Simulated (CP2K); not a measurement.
Consider borylketene at its PBE geometry (Å).

```xyz
7

B    -1.0555   -0.2428    0.1018
C     0.2190    0.5653    0.0307
C     1.3489   -0.1133   -0.1739
O     2.3078   -0.7528   -0.3547
H    -1.0211   -1.4328   -0.0212
H    -2.0913    0.3280    0.2824
H     0.2922    1.6485    0.1349
```

Method: CP2K XAS_TDP, all-electron GAPW, PBEh(45%), aug-cc-pVDZ, TDA, no relativity.

Predict the bright core excitations at the O K edge.

Leading lines: O4 528.90 eV. The leading line of an atom is its first one with 35 % of the strongest within 2.5 eV of its lowest line over the strength cut. 

The first six lines of each atom with a strength over 0.0015:

```csv
atom,energy (eV),states,"strength, one atom"
O4 (bonded to C),528.90,1,0.0407
,530.60,1,0.0268
,533.41,1,0.0019
,534.76,1,0.0046
,535.30,1,0.0017
,535.65,1,0.0066
```

Lines are vertical, at one geometry, with no vibrational structure. Without a correction of the core level, line positions, and the gaps between valence and Rydberg lines, follow the share of exact exchange. At this level such K lines come out 3 to 6 eV under measured ones. These values hold no scalar relativity, about 0.4 eV for O 1s. Rydberg lines, and the discretised continuum above threshold, depend on the basis and the box.

[Banner, clock and machine lines of the logs are left out without a mark of their own.]

[Logs are printed without paths, hosts, clocks, repeated set-up lines and the standing remarks that a program may print on its own settings, such as how far it seeks lower states.]

[Hosts, paths, dates, database ids (printed as entryN), source tags and the programs' standing remarks are cut or masked in the printed files.]
